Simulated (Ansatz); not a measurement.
# G0W0 on several functionals: CsCu2I3 (Cmcm)

One-shot GW is not self-consistent; how far does the start matter for CsCu2I3 (Cmcm)?

Calculated with Ansatz 0.2.0; G0W0 on several functionals, plane waves, PAW.

In doubt: one-shot GW on d or f shells is unsure, so the values of those runs are not to be relied on; masses and optical values from hybrid runs of this build are listed as unsure (steps 3, 4), which bears on the screening that GW takes from such a start.

**1. The structure**

Symmetry: Cmcm, No. 63, orthorhombic system. Conventional cell: a = 10.548 Å, b = 13.172 Å, c = 6.097 Å, α = 90.00°, β = 90.00°, γ = 90.00°. Cs has 10 I at 3.88 to 4.47 Å nearest. Cu has 4 I at 2.60 to 2.70 Å nearest. Nearest to I lie 4 Cu at 2.70 Å and 2 Cs at 4.09 Å. Nearest to I lie 2 Cu at 2.60 Å and 4 Cs at 3.88 to 4.47 Å. Farther neighbours and most contacts between anions are not listed.

As a file:

```cif
data_structure
_symmetry_space_group_name_H-M 'P 1'
_symmetry_Int_Tables_number 1
_cell_length_a 8.4376
_cell_length_b 8.4376
_cell_length_c 6.0972
_cell_angle_alpha 90.000
_cell_angle_beta 90.000
_cell_angle_gamma 102.628
_cell_volume 423.58
loop_
_atom_site_label
_atom_site_type_symbol
_atom_site_fract_x
_atom_site_fract_y
_atom_site_fract_z
_atom_site_occupancy
Cs1 Cs 0.32780 0.67220 0.25000 1
Cs2 Cs 0.67220 0.32780 0.75000 1
Cu3 Cu 0.85100 0.85100 0.00000 1
Cu4 Cu 0.14900 0.14900 0.50000 1
Cu5 Cu 0.14900 0.14900 0.00000 1
Cu6 Cu 0.85100 0.85100 0.50000 1
I7 I 0.87960 0.12040 0.25000 1
I8 I 0.12040 0.87960 0.75000 1
I9 I 0.83600 0.59800 0.25000 1
I10 I 0.16400 0.40200 0.75000 1
I11 I 0.59800 0.83600 0.75000 1
I12 I 0.40200 0.16400 0.25000 1
```

The cell and positions come from the Crystallography Open Database and are kept as given unless a step says otherwise. Spin-orbit coupling is left out unless a step names it. The default PAW set here is soft_2. Its files were made with PBE.

**2. G0W0 on r2SCAN**

Now the one-shot GW correction: screening in the RPA, then the self-energy of the levels asked for.

This step: G0W0 on r2SCAN, plane waves, PAW.

input.yaml reads:

```yaml
crystal:
  lattice:
    - [5.27395, -6.58625, 0.0]
    - [5.27395, 6.58625, 0.0]
    - [0.0, 0.0, 6.09718]
  atoms:
    - { symbol: Cs, position: [0.3278, 0.6722, 0.25] }
    - { symbol: Cs, position: [0.6722, 0.3278, 0.75] }
    - { symbol: Cu, position: [0.851, 0.851, 0.0] }
    - { symbol: Cu, position: [0.149, 0.149, 0.5] }
    - { symbol: Cu, position: [0.149, 0.149, 0.0] }
    - { symbol: Cu, position: [0.851, 0.851, 0.5] }
    - { symbol: I, position: [0.8796, 0.1204, 0.25] }
    - { symbol: I, position: [0.1204, 0.8796, 0.75] }
    - { symbol: I, position: [0.836, 0.598, 0.25] }
    - { symbol: I, position: [0.164, 0.402, 0.75] }
    - { symbol: I, position: [0.598, 0.836, 0.75] }
    - { symbol: I, position: [0.402, 0.164, 0.25] }
kpoints:
  mp_grid: { grid: [2, 2, 2] }
hamiltonian:
  xc: r2scan
scf:
  occupations: { method: fixed }
gw:
  n_empty_bands: 447
  ecut_chi: 60
  qp_bands: [v4, c4]
  qp_kpoints: band_edges
  screening: { model: contour_deformation }
```

Launch:

```console
> ansatz run input.yaml --threads 24 --pin off --max-ram 82944MiB --backend cuda --events-out ev --progress --plain --runs-dir out --devices 1 --max-vram 78GiB
```

Numbers of over 12 decimals in the logs are rounded to 6 here.

Log:

```text
GPUs: using 1 of 1 available (devices: 1).
Engine: ansatz 0.2.0, aarch64-unknown-linux-gnu
Pseudopotentials: kind: paw
Pseudopotential: Cs, paw, valence charge 9, recommended cutoff 500 eV (meta_gga), Cs.paw.azcp
Pseudopotential: Cu, paw, valence charge 19, recommended cutoff 500 eV (meta_gga), Cu.paw.azcp
Pseudopotential: I, paw, valence charge 17, recommended cutoff 500 eV (meta_gga), I.paw.azcp
Functional definition: r2SCAN
  parameter k0 = 0.174
  parameter k1 = 0.065
  parameter a1 = 4.9479
  exchange = r2scan_x(k0 = k0, k1 = k1, a1 = a1)
  correlation = r2scan_c
[...]
Crystal: 12 atoms, lattice volume = 423.578 Å³
Basis set: ecut = 500 eV, 10765 PW (Γ), exchange–correlation on 256×256×180 points (64 copies of the dense FFT grid, shifted against one another)
Bands: 118, of which v1, the nominal top of the filled ones, is band 98 counted from 1 (97 counted from 0)
Symmetry: 8 space group operations
Space group: Cmcm (ITA 63), of the structure as read, at distance tolerance 7.5e-5 Å
k-points: 6 of 8
Non-local potential: Cs, projectors of the file, l = 0: 3, l = 1: 2, l = 2: 2, l = 3: 2
Non-local potential: Cu, projectors of the file, l = 0: 3, l = 1: 2, l = 2: 3, l = 3: 1
Non-local potential: I, projectors of the file, l = 0: 2, l = 1: 2, l = 2: 2, l = 3: 2
PAW form: soft (Blöchl's): semilocal exchange-correlation on the pseudo side does not see the compensation charge
PAW frozen core: Cs, regenerated for the run's functional (the file was generated under x = pbe(κ = 0.804, μ = 0.219515), c = pbe(β = 0.066725))
PAW frozen core: Cu, regenerated for the run's functional (the file was generated under x = pbe(κ = 0.804, μ = 0.219515), c = pbe(β = 0.066725))
PAW frozen core: I, regenerated for the run's functional (the file was generated under x = pbe(κ = 0.804, μ = 0.219515), c = pbe(β = 0.066725))
PAW one-centre angular grid: Cs, 302 points (default); XC on 160 Gauss nodes
PAW one-centre angular grid: Cu, 590 points (default); XC on 160 Gauss nodes
PAW one-centre angular grid: I, 590 points (default); XC on 160 Gauss nodes
Initial density: superposition of atomic densities (neutral atoms: chi_scale 0, normalization atom), corrected by the library's trained network
Initial wavefunctions: pseudopotential atomic-orbital guess
[...]
Functional: x = r2scan, c = r2scan; τ floored in thin density (d = 2e-4 eV/Å³)
SCF iter   1: F=—  HF=-83073.777029 eV  |F-HF|=—  |Δ(HF+E_count)|=         —  Δρ=1.66e-2  dr2=6.99e-1  dr2_τ=7.73e-3  ethr=1.77e-3  ⟨swp⟩=5.3  Hψ=2276  notcnv=0  defer=100
preconditioner: auto → Resta (q_TF=auto, 2.399 Å⁻¹)  ε∞=4.5  [insulator: Δε(μ)=2.711 eV  Ē_g=9.651 eV  n_scr=96 (ndim 8)  ℏωp=18.0 eV  f_vac=0.164  ε∞_Penn≈4.5]
SCF iter   2: F=—  HF=-83073.789062 eV  |F-HF|=—  |Δ(HF+E_count)|=   1.20e-2  Δρ=9.58e-3  dr2=2.35e-1  dr2_τ=5.90e-3  ethr=3.57e-4  ⟨swp⟩=3.0  Hψ=1444  notcnv=0  defer=107
SCF iter   3: F=—  HF=-83073.697389 eV  |F-HF|=—  |Δ(HF+E_count)|=   9.17e-2  Δρ=3.53e-3  dr2=3.47e-2  dr2_τ=4.17e-4  ethr=1.20e-4  ⟨swp⟩=2.0  Hψ=1229  notcnv=0  defer=103
SCF iter   4: F=—  HF=-83073.692504 eV  |F-HF|=—  |Δ(HF+E_count)|=   4.88e-3  Δρ=4.16e-4  dr2=8.66e-4  dr2_τ=5.23e-5  ethr=1.77e-5  ⟨swp⟩=2.0  Hψ=948  notcnv=0  defer=108
SCF iter   5: F=—  HF=-83073.692924 eV  |F-HF|=—  |Δ(HF+E_count)|=   4.20e-4  Δρ=1.73e-4  dr2=1.43e-4  dr2_τ=5.19e-6  ethr=4.42e-7  ⟨swp⟩=2.0  Hψ=946  notcnv=0  defer=108
SCF iter   6: F=—  HF=-83073.692979 eV  |F-HF|=—  |Δ(HF+E_count)|=   5.54e-5  Δρ=6.80e-5  dr2=1.42e-5  dr2_τ=2.93e-7  ethr=7.31e-8  ⟨swp⟩=2.0  Hψ=922  notcnv=0  defer=108
SCF iter   7: F=—  HF=-83073.692983 eV  |F-HF|=—  |Δ(HF+E_count)|=   3.68e-6  Δρ=2.27e-5  dr2=1.97e-6  dr2_τ=1.45e-8  ethr=7.25e-9  ⟨swp⟩=2.0  Hψ=918  notcnv=0  defer=108
SCF iter   8: F=—  HF=-83073.692983 eV  |F-HF|=—  |Δ(HF+E_count)|=   1.40e-7  Δρ=4.34e-6  dr2=1.12e-7  dr2_τ=4.02e-9  ethr=1.00e-9  ⟨swp⟩=2.0  Hψ=1054  notcnv=0  defer=108
SCF iter   9: F=-83073.692983 eV  HF=-83073.692983 eV  |F-HF|=1.28e-9  |Δ(HF+E_count)|=   7.82e-8  Δρ=1.75e-6  dr2=1.41e-8  dr2_τ=1.01e-10  ethr=5.10e-11  ⟨swp⟩=15.5  Hψ=3821  notcnv=0
SCF 1 converged in 9 iterations: F = -83073.692983 eV  dr2 = 1.41e-8
[...]
SCF converged after 9 iterations
[...]
--- G₀W₀: contour deformation, 6 samples at zero and on the imaginary axis and 1 off it, 8 q-points, 447 empty bands' worth ---
  eigenvalues of the whole cell's RPA ε∞ on this k-mesh (on a slab, of 1 + 4πα/V) = 3.8065, 3.8838, 3.9396; static W/v taken at q = 0 is 0.257327
  bands read: the sum over 545 bands ends inside a degenerate multiplet in 3 slots, whose members it reads at an even weight; the widest, k=1: bands 545 to 546 (counted from 1) at 1/2 each
  gw.qp_kpoints: band_edges: 6 of 6 stored k-points solved, in 1 pass; an edge of the gap read off the rows below is read off those points alone
    ik  band        ε_KS         Σx   Σc(E_QP)       V_xc       Z   E_QP_lin       E_QP  E_QP is
     0    95      5.5798   -36.1750     5.8325   -29.5896  0.7223     4.8137     4.8270  root
     0    96      6.0319   -32.4423     4.7685   -27.0039  0.7447     5.3534     5.3621  root
     0    97      6.0570   -35.6486     5.3621   -29.6028  0.7344     5.3636     5.3732  root
     0    98      6.2437   -34.9115     5.1057   -29.1507  0.7402     5.5803     5.5886  root
     0    99      8.7399    -6.8001    -3.4124   -10.6903  0.8234     9.2204     9.2177  root
     0   100      9.5652    -7.9189    -2.8655   -11.1944  0.8188     9.9773     9.9753  root
     0   101      9.6592    -7.8597    -3.3144   -11.8778  0.8111    10.3694    10.3629  root
     0   102      9.6776    -8.5271    -3.4922   -12.8665  0.8072    10.5344    10.5248  root
     1    95      5.8566   -37.3289     5.8769   -30.7210  0.7242     5.1139     5.1257  root
     1    96      5.8566   -37.3289     5.8769   -30.7210  0.7242     5.1139     5.1257  root
     1    97      5.8869   -37.6305     5.8973   -31.0146  0.7239     5.1569     5.1683  root
     1    98      5.8869   -37.6305     5.8973   -31.0146  0.7239     5.1569     5.1683  root
     1    99      9.3608    -7.3104    -3.4078   -11.3556  0.8154    10.0033     9.9982  root
     1   100      9.3608    -7.3104    -3.4078   -11.3556  0.8154    10.0033     9.9982  root
     1   101      9.5933    -8.0006    -3.4450   -12.1773  0.8115    10.3320    10.3250  root
     1   102      9.5933    -8.0006    -3.4450   -12.1773  0.8115    10.3320    10.3250  root
     2    95      5.6333   -36.6247     5.8806   -29.9860  0.7211     4.8618     4.8752  root
     2    96      5.7443   -35.6752     5.6100   -29.3301  0.7282     4.9973     5.0093  root
     2    97      5.9979   -36.1490     5.5143   -29.9374  0.7310     5.2904     5.3007  root
     2    98      6.1353   -34.8893     5.1745   -29.0427  0.7381     5.4543     5.4633  root
     2    99      9.6923    -7.7360    -3.5115   -11.8822  0.8129    10.3325    10.3270  root
     2   100      9.8429    -8.3096    -3.1852   -12.1006  0.8115    10.4534    10.4487  root
     2   101      9.8848    -8.1915    -3.4728   -12.4590  0.8069    10.6883    10.6795  root
     2   102      9.9315    -8.9012    -3.6380   -13.4415  0.8027    10.8454    10.8338  root
[...]
5    95      5.7889   -37.5646     5.9285   -30.9134  0.7226     5.0545     5.0663  root
     5    96      5.7889   -37.5646     5.9285   -30.9134  0.7226     5.0545     5.0663  root
     5    97      5.9314   -37.9622     5.9058   -31.3416  0.7244     5.2056     5.2168  root
     5    98      5.9314   -37.9622     5.9058   -31.3416  0.7244     5.2056     5.2168  root
     5    99     10.4051    -7.9325    -3.7087   -12.4676  0.8056    11.2419    11.2314  root
     5   100     10.4051    -7.9325    -3.7087   -12.4676  0.8056    11.2419    11.2314  root
     5   101     10.5910    -8.5749    -3.7630   -13.2309  0.8016    11.4968    11.4840  root
     5   102     10.5910    -8.5749    -3.7630   -13.2309  0.8016    11.4968    11.4840  root
```

Wall time 8.4 s (1 × NVIDIA GB200 (shared by 2 runs) with 24 threads of Arm Neoverse V2, shared host); peak memory 3.2 GiB.

This step gave:

```
bands summed                                 : 545
RPA ε∞ on this mesh (eigenvalues)            : 3.807, 3.884, 3.940
plane waves in the screening matrix          : 461
q-points in the mesh                         : 8
G0W0 gap on the mesh                         : 3.629 eV
k of the valence top                         : 0, 0, 0
k of the conduction bottom                   : 0, 0, 0
starting gap on the mesh                     : 2.496 eV
Z at the valence top                         : 0.7402
Z at the conduction bottom                   : 0.8234
least direct G0W0 gap on the computed points : 3.629 eV
```

The gap on the mesh goes from 2.50 eV to 3.63 eV, a correction of +1.13 eV. Between the two edge states, bare exchange in place of the xc potential would open the gap by 9.65 eV, and correlation takes back 8.52 eV.

**3. G0W0 on HSE06**

The same correction from a different start measures what one shot leaves open.

This step: G0W0 on HSE06, plane waves, PAW.

input.yaml, as its differences from that of step 2:

```diff
@@ -21,3 +21,3 @@
 hamiltonian:
-  xc: r2scan
+  xc: hse06
 scf:
```

Log:

```text
GPUs: using 1 of 1 available (devices: 1).
[...]
davidson cushion auto → on  (no smearing: the cushion is to keep the highest requested band from converging to the state above it; pin scf.eigensolver.cushion to override)
[...]
Crystal: 12 atoms, lattice volume = 423.578 Å³
Basis set: ecut = 420 eV, 8275 PW (Γ)
Bands: 118, of which v1, the nominal top of the filled ones, is band 98 counted from 1 (97 counted from 0)
[... 1 set-up line as in the run before ...]
[...]
k-points: 6 of 8
[...]
SCF iter   1: F=—  HF=-82927.034667 eV  |F-HF|=—  |Δ(HF+E_count)|=         —  Δρ=8.77e-4  dr2=2.78e-3  ethr=1.77e-3  ⟨swp⟩=11.2  Hψ=3441  notcnv=0
[...]
SCF iter   2: F=—  HF=-82927.040067 eV  |F-HF|=—  |Δ(HF+E_count)|=   5.40e-3  Δρ=8.52e-4  dr2=2.03e-3  ethr=1.42e-6  ⟨swp⟩=7.7  Hψ=3201  notcnv=0
[...]
SCF iter   4: F=-82927.040235 eV  HF=-82927.040119 eV  |F-HF|=1.15e-4  |Δ(HF+E_count)|=   1.66e-4  Δρ=1.76e-4  dr2=7.60e-5  ethr=3.66e-7  ⟨swp⟩=3.0  Hψ=1780  notcnv=0
SCF 1 stopped early in 4 iterations: F = -82927.040235 eV  dr2 = 7.60e-5
[...]
Exchange kernel: α = 0.2500, screened, ω = 0.2079 Å⁻¹, Wigner–Seitz truncation, v(0) = 1019.9034 eV·Å³, q-mesh 2×2×2, nearest image of the exchange supercell L = 12.19 Å, pair-density grid 40×40×30, without the augmentation charges, whose exchange is taken in its separable form by FFT convolution over the k-point mesh (sized by the pseudopotential files, 60×60×45 at the most), smooth part of the exact exchange by density-matrix convolution in up to 5.51 GiB of GPU memory as planned if the GPU has room (build and FFT work areas not counted)
Frozen-core exchange: fock
[...]
hybrid outer 1: dexx = +6.929e-2 eV, tail = 5.11e-4 eV
[...]
SCF 3 converged in 4 iterations: F = -82963.023404 eV  dr2 = 4.74e-8
[...]
hybrid outer 2: dexx = +3.728e-6 eV, tail = 3.57e-7 eV, Δε = 9.23e-3 eV (about 3.99e-4 eV left of the loop's levels)
[...]
guard bands above this table: 11 of the run's 118 bands. The solve was not asked for them (output.publish_guard_bands: true or output.eigenvalues: true publishes all)
[...]
0    95      4.6969   -28.8102     3.8420   -24.7750  0.7797     4.5032     4.5037  root
     0    96      5.2344   -30.4195     3.8534   -26.4362  0.7826     5.1044     5.1046  root
     0    97      5.2953   -28.1954     3.4620   -24.5863  0.7888     5.1479     5.1482  root
     0    98      5.4656   -30.1653     3.7189   -26.3363  0.7856     5.3554     5.3556  root
     0    99      8.8283    -6.4360    -3.3110   -10.2192  0.8406     9.3025     9.3005  root
     0   100      9.6757    -7.0048    -2.9052   -10.3022  0.8374    10.0693    10.0680  root
     0   101      9.8914    -6.9827    -2.8581   -10.2209  0.8382    10.2728    10.2715  root
     0   102      9.9264    -7.0478    -3.2174   -10.8322  0.8312    10.4964    10.4933  root
[...]
5    99     10.7010    -7.0136    -3.4942   -11.1591  0.8278    11.3567    11.3522  root
     5   100     10.7010    -7.0136    -3.4942   -11.1591  0.8278    11.3567    11.3522  root
     5   101     10.8478    -6.1486    -3.3378    -9.9868  0.8307    11.3508    11.3482  root
     5   102     10.8478    -6.1486    -3.3378    -9.9868  0.8307    11.3508    11.3482  root
```

It took 31 s on 1 × NVIDIA GB200 (shared by 2 runs) with 24 threads; peak memory 2.8 GiB; 2.1 min of CPU time.

This step gave:

| Property | Result |
| --- | --- |
| bands summed | 545 |
| RPA ε∞ on this mesh (eigenvalues) | 3.424, 3.467, 3.516 |
| plane waves in the screening matrix | 461 |
| q-points in the mesh | 8 |
| G0W0 gap on the mesh | 3.945 eV |
| k of the valence top | 0, 0, 0 |
| k of the conduction bottom | 0, 0, 0 |
| starting gap on the mesh | 3.363 eV |
| Z at the valence top | 0.7856 |
| Z at the conduction bottom | 0.8406 |
| least direct G0W0 gap on the computed points | 3.945 eV |

Against the run with 2×2×2 mesh, 447 empty bands, screening to 60 eV on r2SCAN, the gap moves by +0.32 eV, while the start moved by +0.87 eV.

**4. G0W0 on PBE0**

This step: G0W0 on PBE0, plane waves, PAW.

input.yaml, as its differences from that of step 3:

```diff
@@ -21,3 +21,3 @@
 hamiltonian:
-  xc: hse06
+  xc: pbe0
 scf:
```

Log:

```text
GPUs: using 1 of 1 available (devices: 1).
[...]
Crystal: 12 atoms, lattice volume = 423.578 Å³
Basis set: ecut = 420 eV, 8275 PW (Γ)
Bands: 118, of which v1, the nominal top of the filled ones, is band 98 counted from 1 (97 counted from 0)
[... 1 set-up line as in the run before ...]
[...]
k-points: 6 of 8
[...]
0   100     10.0061    -6.9963    -2.8082    -9.9597  0.8485    10.1615    10.1613  root
     0   101     10.2251    -6.9545    -2.7621    -9.8559  0.8493    10.3645    10.3643  root
     0   102     10.2713    -7.0109    -3.1093   -10.4436  0.8428    10.5955    10.5947  root
[...]
5    99     11.0507    -6.8713    -3.3594   -10.6311  0.8402    11.4524    11.4511  root
     5   100     11.0507    -6.8713    -3.3594   -10.6311  0.8402    11.4524    11.4511  root
     5   101     11.1961    -6.2456    -3.2388    -9.7611  0.8420    11.4735    11.4728  root
     5   102     11.1961    -6.2456    -3.2388    -9.7611  0.8420    11.4735    11.4728  root
```

It took 33 s on 1 × NVIDIA GB200 (shared by 2 runs) with 24 threads; peak memory 2.8 GiB.

This step gave:

| Quantity | Value |
| --- | --- |
| bands summed | 545 |
| RPA ε∞ on this mesh (eigenvalues) | 3.205, 3.243, 3.298 |
| plane waves in the screening matrix | 461 |
| G0W0 gap on the mesh | 4.192 eV |
| k of the valence top | 0, 0, 0 |
| k of the conduction bottom | 0, 0, 0 |
| starting gap on the mesh | 4.052 eV |
| least direct G0W0 gap on the computed points | 4.192 eV |

Against the run with 2×2×2 mesh, 447 empty bands, screening to 60 eV on HSE06, the gap moves by +0.25 eV, while the start moved by +0.69 eV.

**5. Side by side**

All on the 2×2×2 mesh with 447 empty bands and screening to 60 eV. Times are wall times on 1 × NVIDIA GB200 (shared by 2 runs) with 24 threads of Arm Neoverse V2, shared host, good to a factor of about two.

```tsv
start	starting gap (eV)	shift (eV)	G0W0 gap (eV)	RPA ε∞ (harmonic mean)	Z (valence, conduction)	time
r2SCAN	2.50	+1.13	3.63	3.88	0.74, 0.82	8.4 s
HSE06	3.36	+0.58	3.94	3.47	0.79, 0.84	31 s
PBE0	4.05	+0.14	4.19	3.25	0.80, 0.85	33 s
```

The parts of the quasiparticle energy at the two band edges (eV; QP = start + Σx + Σc − Vxc):

```tsv
run	edge	start	Σx	Σc	Vxc	Z	QP
r2SCAN	valence top	6.24	-34.91	5.11	-29.15	0.74	5.59
r2SCAN	conduction bottom	8.74	-6.80	-3.41	-10.69	0.82	9.22
HSE06	valence top	5.47	-30.17	3.72	-26.34	0.79	5.36
HSE06	conduction bottom	8.83	-6.44	-3.31	-10.22	0.84	9.30
PBE0	valence top	5.09	-29.96	3.56	-26.52	0.80	5.21
PBE0	conduction bottom	9.15	-6.42	-3.21	-9.89	0.85	9.40
```

For a hybrid start, Vxc holds its share of exact exchange.

**6. Results**

| Item | Value |
| --- | --- |
| G0W0@r2SCAN | 3.63 eV (start 2.50 eV) |
| G0W0@HSE06 | 3.94 eV (start 3.36 eV) |
| G0W0@PBE0 | 4.19 eV (start 4.05 eV) |
| known limits | not at the basis limit; d shell near the gap, gap tends to lie low; no spin-orbit coupling; coarse k mesh |

**Reading.** The starting gaps span 1.56 eV and the G0W0 gaps 0.56 eV. Between r2SCAN and PBE0, 0.56 eV of the 1.56 eV survives, 36 %. PBE0 screens less than r2SCAN (ε∞ 3.25 against 3.88). Of the 0.56 eV by which its G0W0 gap is higher, the correlation part gives +1.75 eV, and exchange with the one-particle terms, which follow the orbitals, −1.19 eV. The smallest correction, +0.14 eV, is on PBE0, the start nearest to reproducing itself. Bands and cutoff are finite, so the gap is not at the basis limit. The miss can reach some tenths of an eV and take either sign; the mesh is an error of its own. The 2×2×2 mesh is coarse for this cell (its supercell is 12 Å along the shortest edge). The RPA ε∞ on it, from the r2SCAN start, is 3.81, 3.88 and 3.94; such meshes misread the long-range screening, most where the gap is narrow. The program warns that the mesh is coarse for exact exchange, which bears on the hybrid start's gap. A d shell, filled or nearly so, lies near the gap. One-shot GW converges very slowly in bands there, not always from below, and on a semilocal start the gap tends to come out low; starts rich in exact exchange can overshoot instead. The many-body steps are scalar-relativistic: spin-orbit coupling is not in them.

[Paths, hosts, dates, memory and timing lines, banners, echoed tables and standing remarks are left out of the program output.]

[Logs are printed without paths, hosts, clocks, repeated set-up lines and the standing remarks that a program may print on its own settings, such as how far it seeks lower states.]

[Runs of the session that timed out or met a known fault of the program may be left out.]

[Cells called generated may have been cut or substituted from an entry of the Crystallography Open Database or the Materials Project.]

[Hosts, paths, dates, database ids (printed as entryN), source tags and the programs' standing remarks are cut or masked in the printed files.]
